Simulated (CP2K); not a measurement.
Two runs for the Cl L₂,₃ edge of chlorodifluoromethane. Run A: CP2K XAS_TDP, all-electron GAPW, PBEh(45%), aug-pc-2, TDA, ZORA, spin–orbit coupling. Run B differs in one setting.

First lines with a strength over 0.0003. A:

```tsv
atom	energy (eV)	states	strength, one atom
Cl4 (bonded to C)	199.01	2	0.0104
	199.38	1	0.0005
	200.53	2	0.0074
	200.94	1	0.0008
	202.17	2	0.0013
```

B:

```tsv
atom	energy (eV)	states	strength, one atom
Cl4 (bonded to C)	201.93	2	0.0099
	202.28	1	0.0005
	203.44	2	0.0075
	203.82	1	0.0008
	205.09	2	0.0010
```

Which was it: the functional, GW2X switched on, the basis?

GW2X switched on. GW2X shifts the lines nearly together; each 2p level gets its own shift. The lowest line over the strength cut lies at 201.93 eV, against 199.01 eV (PBEh(45%), aug-pc-2).

[Banner, clock and machine lines of the logs are left out without a mark of their own.]

[Logs are printed without paths, hosts, clocks, repeated set-up lines and the standing remarks that a program may print on its own settings, such as how far it seeks lower states.]

[Hosts, paths, dates, database ids (printed as entryN), source tags and the programs' standing remarks are cut or masked in the printed files.]
